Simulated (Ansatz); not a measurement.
## A convergence test on GaAs (F-43m): wavefunction cutoff

Wanted: the cheapest wavefunction cutoff that holds the PBE gap of GaAs (F-43m).

Calculated with Ansatz 0.2.0; DFT, PBE, plane waves, PAW.

## Step 1: Starting point

The structure is cubic, space group F-43m (No. 216). Conventional cell: a = 5.654 Å, b = 5.654 Å, c = 5.654 Å, α = 90.00°, β = 90.00°, γ = 90.00°. Ga has 4 As at 2.45 Å nearest. Nearest to As lie 4 Ga at 2.45 Å. Farther neighbours are not listed.

As a file:

```cif
data_structure
_symmetry_space_group_name_H-M 'F-43m'
_symmetry_Int_Tables_number 216
_cell_length_a 5.6537
_cell_length_b 5.6537
_cell_length_c 5.6537
_cell_angle_alpha 90.000
_cell_angle_beta 90.000
_cell_angle_gamma 90.000
_cell_volume 180.72
loop_
_atom_site_label
_atom_site_type_symbol
_atom_site_symmetry_multiplicity
_atom_site_Wyckoff_symbol
_atom_site_fract_x
_atom_site_fract_y
_atom_site_fract_z
_atom_site_occupancy
Ga1 Ga 4 a 0.00000 0.00000 0.00000 1
As1 As 4 d 0.25000 0.25000 0.75000 1
```

The cell and positions come from the Crystallography Open Database and are kept as given unless a step says otherwise. The default PAW set here is soft_1. Its files were made with PBE.

## Step 2: Wavefunction cutoff: 190 eV

File input.yaml:

```yaml
crystal:
  lattice:
    - [0.0, 2.82685, 2.82685]
    - [2.82685, 0.0, 2.82685]
    - [2.82685, 2.82685, 0.0]
  atoms:
    - { symbol: Ga, position: [0.0, 0.0, 0.0] }
    - { symbol: As, position: [0.25, 0.25, 0.25] }
kpoints:
  mp_grid: { grid: [8, 8, 8] }
  band_path:
    path:
      - [0.0, 0.0, 0.0]
      - [-0.5, -0.5, 0.0]
      - [-0.375, -0.375, 0.25]
      - [-0.375, 0.0, 0.375]
      - [0.0, 0.0, 0.5]
      - [-0.5, -0.25, 0.25]
    npoints: 1
hamiltonian:
  xc: pbe
  pseudopotentials: { kind: paw, azcp: { folder: "./paw" } }
scf:
  occupations: { method: fermi_dirac, width: 0.02 }
  n_extra_bands: 4
  max_iter: 80
output:
  eigenvalues: true
basis:
  ecutwfc: 190.0
```

The run is started by

```bash
$ ansatz run input.yaml --threads 3 --pin off --max-ram 92160MiB --backend cuda --events-out ev --progress --plain --runs-dir out --devices 1 --max-vram 13GiB
```

Numbers of over 12 decimals in the logs are rounded to 6 here.

The program printed:

```text
Warning: basis.ecutwfc = 190 eV is below the records' recommended 420 eV, and the density's cutoff is lower with it unless basis.ecutrho_ratio is high enough to keep the records' density cutoff: compare with a run at a higher cutoff
Warning: basis.ecutrho_ratio 4 (ecutrho = 760 eV, dense FFT grid 18×18×18): the grid does not resolve the core-correction charge of Ga (measure 0.09 e/Å^2.5), As (0.08); warned from 0.08. The energy and each atom's force then go with where the atoms sit on the grid: [figures from the program's tests cut] If this deck is also warned that a cutoff or its ratio is below what is recommended, mend that before anything bel [...]
scf.n_extra_bands = 4 over 14 filled bands (N_el = 28.0): the run solves 18 bands
GPUs: using 1 of 1 available (devices: 1).
Engine: ansatz 0.2.0, x86_64-unknown-linux-gnu
Pseudopotentials: kind: paw
Pseudopotential: Ga, paw, valence charge 13, recommended cutoff 420 eV (normal), <dir>
Pseudopotential: As, paw, valence charge 15, recommended cutoff 420 eV (normal), <dir>
Functional definition: PBE
  parameter kappa = 0.804
  parameter beta = 0.066725
  exchange = pbe_x(kappa = kappa, mu = beta*pi^2/3)
  correlation = pbe_c(beta = beta)
device memory: the entry about to start is reckoned to put 0.6 GiB on a device that reports 71.0 GiB free (of which the cap on the GPU budget leaves the run 13.0 GiB)
GPU FFT provider: cuFFT
GPU libraries: cuBLAS 13.8.2, cuFFT 12.4.0, cuSOLVER 12.3.4
Crystal: 2 atoms, lattice volume = 45.179 Å³
Basis set: ecut = 190 eV, 283 PW (Γ)
Bands: 18, of which v1, the nominal top of the filled ones, is band 14 counted from 1 (13 counted from 0)
Symmetry: 24 space group operations
Space group: F-43m (ITA 216), of the structure as read, at distance tolerance 3.6e-5 Å
k-points: 29 of 512 (time reversal used)
Non-local potential: Ga, projectors of the file, l = 0: 2, l = 1: 2, l = 2: 3, l = 3: 1
Non-local potential: As, projectors of the file, l = 0: 2, l = 1: 2, l = 2: 3, l = 3: 1
PAW form: soft (Blöchl's): semilocal exchange-correlation on the pseudo side does not see the compensation charge
PAW one-centre angular grid: Ga, 590 points (default); XC on 64 Gauss nodes
PAW one-centre angular grid: As, 590 points (default); XC on 64 Gauss nodes
Initial density: superposition of atomic densities (chi_scale 0.1, normalization cell, long waves kept (reshape's long-wave potential 0.00 eV rms))
Initial wavefunctions: pseudopotential atomic-orbital guess
GPU buffer pool allocated for 5832 grid points (all kernels)
GPU transforms: local potential and band sums: pruned to the plane-wave sphere, on 18×18×18
Functional: x = pbe(κ = 0.804, μ = 0.219515), c = pbe(β = 0.066725)
SCF iter   1: F=—  HF=-8627.483129 eV  |F-HF|=—  |Δ(HF+E_count)|=         —  Δρ=4.03e-2  dr2=5.03e-1  ethr=3.10e-3  ⟨swp⟩=4.2  Hψ=2160  notcnv=0
preconditioner: auto → none  [insulator: Δε(μ)=0.431 eV  Ē_g=15.538 eV  σ=0.020 eV  W_gap=1.00  n_scr=14 (ndim 8)  ℏωp=23.4 eV  f_vac=0.043  D(μ)=0.00/eV (n_scr^D=0)  ε∞_Penn≈3.3]
SCF iter   2: F=—  HF=-8623.922642 eV  |F-HF|=—  |Δ(HF+E_count)|=    3.56e0  Δρ=3.57e-2  dr2=3.52e-1  ethr=1.80e-3  ⟨swp⟩=2.3  Hψ=1321  notcnv=0
SCF iter   3: F=—  HF=-8623.653769 eV  |F-HF|=—  |Δ(HF+E_count)|=   2.69e-1  Δρ=7.33e-3  dr2=1.75e-2  ethr=1.26e-3  ⟨swp⟩=2.0  Hψ=1044  notcnv=0
SCF iter   4: F=—  HF=-8623.644261 eV  |F-HF|=—  |Δ(HF+E_count)|=   9.51e-3  Δρ=3.33e-3  dr2=7.09e-3  ethr=6.25e-5  ⟨swp⟩=2.0  Hψ=899  notcnv=0
SCF iter   5: F=—  HF=-8623.641677 eV  |F-HF|=—  |Δ(HF+E_count)|=   2.58e-3  Δρ=8.09e-4  dr2=1.53e-4  ethr=2.53e-5  ⟨swp⟩=2.3  Hψ=1008  notcnv=0
SCF iter   6: F=—  HF=-8623.641686 eV  |F-HF|=—  |Δ(HF+E_count)|=   8.76e-6  Δρ=7.96e-5  dr2=1.20e-6  ethr=5.45e-7  ⟨swp⟩=2.8  Hψ=960  notcnv=0
SCF iter   7: F=—  HF=-8623.641741 eV  |F-HF|=—  |Δ(HF+E_count)|=   5.58e-5  Δρ=7.81e-6  dr2=1.58e-8  ethr=3.57e-10  ⟨swp⟩=3.9  Hψ=1575  notcnv=0
SCF iter   8: F=-8623.641741 eV  HF=-8623.641741 eV  |F-HF|=6.91e-11  |Δ(HF+E_count)|=   2.28e-8  Δρ=7.28e-7  dr2=1.52e-10  ethr=5.66e-11  ⟨swp⟩=1.0  Hψ=1277  notcnv=0
SCF 1 converged in 8 iterations: F = -8623.641741 eV  dr2 = 1.52e-10
[...]
device memory: the entry about to start is reckoned to put 0.6 GiB on a device that reports 74.8 GiB free (of which the cap on the GPU budget leaves the run 13.0 GiB)
NSCF: frozen V_eff on 6 k-points
SCF converged after 8 iterations
Free energy (F): -8623.641741 eV
Harris-Foulkes:  -8623.641741 eV  (|F-HF|=6.91e-11)
Internal energy: -8623.641737 eV  (E = F + TS)
E sigma→0 (E₀):  -8623.641739 eV
Entropy (-TS):   -0.000004 eV (-0.002 meV/atom)
Fermi energy:    7.753401 eV
--- Per-component energies (eV) ---
  E_band       = -410.501144
  E_kinetic    = 222.151433
  E_local      = -3678.633775  (includes V_loc(G=0)·N_el)
  E_nonlocal   = -380.007733
  E_hartree    = 2153.083186
  E_xc         = -134.666623
  E_vxc        = -130.764647  (∫ρ·V_xc dr)
  E_paw        = -4106.652541  (= ΣΔE_a)
  E_vpaw       = -749.225530  (= ΣTr[D̂ρ^β])
  E_aug_tail   = -0.187898  (compensation charges beyond the density's cutoff)
  E_ewald      = -2698.727786
  E_smearing   = -0.000004  (= −TS)
  E_closure    = 0.000000  (closes the sum)
  Σ components = -8623.641741   (vs F -8623.641741, Δ=0.00e0)
--- Band table (eV; the first three rows and the last of 29) ---
  k-point 0: bands = [... 10 lower, -5.0946, 7.6203, 7.6203, 7.6203, 7.8645, 11.6778, 11.6778, 11.6778]
  k-point 1: bands = [... 10 lower, -4.9226, 5.5894, 7.4125, 7.4125, 9.0859, 11.9820, 12.0299, 12.0299]
  k-point 2: bands = [... 10 lower, -4.4572, 3.4729, 7.0010, 7.0010, 9.0301, 12.5273, 12.5273, 13.6088]
  k-point 28: bands = [... 10 lower, -2.7486, 1.0579, 4.1981, 4.4408, 12.2543, 12.4962, 13.1879, 14.0870]
```

The job ended after 3.1 s (1 × NVIDIA H100 80GB HBM3 (shared by 6 runs) with 3 threads of AMD EPYC 7R13 (Zen 3), shared host; peak memory 0.9 GiB; 2 s of CPU time).

Reading the cycles: dr2 is the Hartree energy of the density residual (eV), the measure of convergence; HF is the Harris–Foulkes estimate of the energy, which meets the free energy F at convergence.

Numbers from this step:

```yaml
gap: 0.2442 eV
valence_top_at: Γ
conduction_bottom_at: Γ
least_direct_gap: 0.2442 eV
```

The gap is direct, at Γ.

## Step 3: Wavefunction cutoff: 290 eV

input.yaml: that of step 2 with these lines changed.

```diff
@@ -23,3 +23,3 @@
 scf:
-  occupations: { method: fermi_dirac, width: 0.02 }
+  occupations: { method: fixed }
   n_extra_bands: 4
@@ -28,3 +28,7 @@
   eigenvalues: true
+  write_density: true
+  write_potential: true
+  elf: true
+  volumetric_format: npy
 basis:
-  ecutwfc: 190.0
+  ecutwfc: 290.0
```

The program printed:

```text
[...]
GPUs: using 1 of 1 available (devices: 1).
[...]
GPU FFT provider: cuFFT
GPU libraries: cuBLAS 13.8.2, cuFFT 12.4.0, cuSOLVER 12.3.4
Crystal: 2 atoms, lattice volume = 45.179 Å³
Basis set: ecut = 290 eV, 531 PW (Γ)
Bands: 18, of which v1, the nominal top of the filled ones, is band 14 counted from 1 (13 counted from 0)
Symmetry: 24 space group operations
[...]
Fermi energy:    7.911797 eV
[...]
--- Band table (eV; the first three rows and the last of 29) ---
  k-point 0: bands = [... 10 lower, -4.8103, 7.9118, 7.9118, 7.9118, 8.4298, 11.6672, 11.6672, 11.6672]
  k-point 1: bands = [... 10 lower, -4.6287, 5.9538, 7.6779, 7.6779, 9.5082, 12.0140, 12.0140, 12.1272]
  k-point 2: bands = [... 10 lower, -4.1207, 3.7830, 7.2389, 7.2389, 9.3731, 12.5354, 12.5354, 13.8787]
  k-point 28: bands = [... 10 lower, -2.2661, 1.3030, 4.3856, 4.5824, 12.5464, 12.6400, 13.3378, 13.9773]
[key lines of the parts left out:]
SCF converged after 7 iterations
Free energy (F): -8639.609262 eV
```

It took 6 s on 1 × NVIDIA H100 80GB HBM3 (shared by 6 runs) with 3 threads; peak memory 0.9 GiB; 2.4 s of CPU time.

Numbers from this step:

```
gap                  : 0.5181 eV
valence top at       : Γ
conduction bottom at : Γ
least direct gap     : 0.5181 eV
```

The gap is 0.518 eV, +0.274 eV from the run before at this level.

## Step 4: Wavefunction cutoff: 420 eV (the default)

input.yaml, the sections that differ from step 3:

```yaml
kpoints:
  mp_grid: { grid: [8, 8, 8] }
  band_path:
    path:
      - [[0.0, 0.0, 0.0], [-0.5, -0.5, 0.0], [-0.375, -0.375, 0.25]]
      - [[-0.375, 0.0, 0.375], [0.0, 0.0, 0.0], [0.0, 0.0, 0.5], [-0.5, -0.25, 0.25], [-0.5, -0.5, 0.0]]
    npoints: 10
scf:
  occupations: { method: fermi_dirac, width: 0.02 }
  n_extra_bands: 4
# crystal, hamiltonian, output: as in step 3
# basis: removed
```

The program printed:

```text
[...]
GPUs: using 1 of 1 available (devices: 1).
[...]
GPU FFT provider: cuFFT
GPU libraries: cuBLAS 13.8.2, cuFFT 12.4.0, cuSOLVER 12.3.4
Crystal: 2 atoms, lattice volume = 45.179 Å³
Basis set: ecut = 420 eV, 893 PW (Γ)
Bands: 18, of which v1, the nominal top of the filled ones, is band 14 counted from 1 (13 counted from 0)
Symmetry: 24 space group operations
[...]
Fermi energy:    8.195793 eV
[...]
--- Band table (eV; the first three rows and the last of 29) ---
  k-point 0: bands = [... 10 lower, -4.8007, 7.9258, 7.9258, 7.9258, 8.4439, 11.6659, 11.6659, 11.6659]
  k-point 1: bands = [... 10 lower, -4.6180, 5.9652, 7.6901, 7.6901, 9.5190, 12.0133, 12.0133, 12.1254]
  k-point 2: bands = [... 10 lower, -4.1082, 3.7922, 7.2487, 7.2487, 9.3801, 12.5313, 12.5313, 13.8831]
  k-point 28: bands = [... 10 lower, -2.2435, 1.3045, 4.3954, 4.5886, 12.5493, 12.6495, 13.3421, 13.9768]
[key lines of the parts left out:]
SCF converged after 7 iterations
Free energy (F): -8639.846300 eV
```

Run time: 2.7 s. Hardware: 1 × NVIDIA H100 80GB HBM3 (shared by 6 runs) with 3 threads; peak memory 0.92 GiB; 2.1 s of CPU time.

This step gave:

| Item | Value |
| --- | --- |
| gap | 0.5181 eV |
| valence top at | Γ |
| conduction bottom at | Γ |
| least direct gap | 0.5181 eV |

The gap is 0.518 eV, as in the run before at this level.

## Step 5: Wavefunction cutoff: 630 eV

input.yaml, the sections that differ from step 4:

```yaml
kpoints:
  mp_grid: { grid: [8, 8, 8] }
  band_path:
    path:
      - [0.0, 0.0, 0.0]
      - [-0.5, -0.5, 0.0]
      - [-0.375, -0.375, 0.25]
      - [-0.375, 0.0, 0.375]
      - [0.0, 0.0, 0.5]
      - [-0.5, -0.25, 0.25]
    npoints: 1
scf:
  occupations: { method: fixed }
  n_extra_bands: 4
  max_iter: 80
basis:
  ecutwfc: 630.0
# crystal, hamiltonian, output: as in step 4
```

The program printed:

```text
[...]
GPUs: using 1 of 1 available (devices: 1).
[...]
GPU FFT provider: cuFFT
GPU libraries: cuBLAS 13.8.2, cuFFT 12.4.0, cuSOLVER 12.3.4
Crystal: 2 atoms, lattice volume = 45.179 Å³
Basis set: ecut = 630 eV, 1639 PW (Γ)
Bands: 18, of which v1, the nominal top of the filled ones, is band 14 counted from 1 (13 counted from 0)
Symmetry: 24 space group operations
[...]
Fermi energy:    7.925157 eV
[...]
--- Band table (eV; the first three rows and the last of 29) ---
  k-point 0: bands = [... 10 lower, -4.8010, 7.9252, 7.9252, 7.9252, 8.4440, 11.6653, 11.6653, 11.6653]
  k-point 1: bands = [... 10 lower, -4.6183, 5.9649, 7.6896, 7.6896, 9.5188, 12.0127, 12.0127, 12.1249]
  k-point 2: bands = [... 10 lower, -4.1086, 3.7919, 7.2482, 7.2482, 9.3799, 12.5306, 12.5306, 13.8826]
  k-point 28: bands = [... 10 lower, -2.2441, 1.3045, 4.3948, 4.5881, 12.5490, 12.6486, 13.3415, 13.9760]
[key lines of the parts left out:]
SCF converged after 7 iterations
Free energy (F): -8639.848401 eV
```

Wall time 7.8 s (1 × NVIDIA H100 80GB HBM3 (shared by 6 runs) with 3 threads); peak memory 0.9 GiB; 2.6 s of CPU time.

This step gave:

```yaml
gap: 0.5188 eV
valence_top_at: Γ
conduction_bottom_at: Γ
least_direct_gap: 0.5188 eV
```

The gap is 0.519 eV, +0.001 eV from the run before at this level.

## Step 6: The series

Differences are against the last row; a negative gap means that bands overlap, and a run with a band path holds that path's time. Times are wall times on 1 × NVIDIA H100 80GB HBM3 (shared by 6 runs) with 3 threads of AMD EPYC 7R13 (Zen 3), shared host, good to a factor of about two.

| wavefunction cutoff | gap (eV) | direct gap (eV) | gap error (eV) | energy error (meV/atom) | irreducible k | time |
| --- | --- | --- | --- | --- | --- | --- |
| 190 eV | 0.244 | 0.244 | −0.275 | +8103.3 | 29 | 3.1 s |
| 290 eV | 0.518 | 0.518 | −0.001 | +119.6 | 29 | 6 s |
| 420 eV | 0.518 | 0.518 | −0.001 | +1.1 | 29 | 2.7 s |
| 630 eV | 0.519 | 0.519 | +0.000 | +0.0 | 29 | 7.8 s |

## Step 7: Summary of results

```json
{
 "190 eV": "0.244 eV",
 "290 eV": "0.518 eV",
 "420 eV": "0.518 eV",
 "630 eV": "0.519 eV"
}
```

In words: The gap holds to 0.02 eV from 290 eV on. At 190 eV the gap is off by −0.275 eV and the energy by +8103 meV/atom.

[Paths, hosts, dates, memory and timing lines, banners, echoed tables and standing remarks are left out of the program output.]

[Logs are printed without paths, hosts, clocks, repeated set-up lines and the standing remarks that a program may print on its own settings, such as how far it seeks lower states.]

[Runs of the session that timed out or met a known fault of the program may be left out.]

[Cells called generated may have been cut or substituted from an entry of the Crystallography Open Database or the Materials Project.]

[Hosts, paths, dates, database ids (printed as entryN), source tags and the programs' standing remarks are cut or masked in the printed files.]
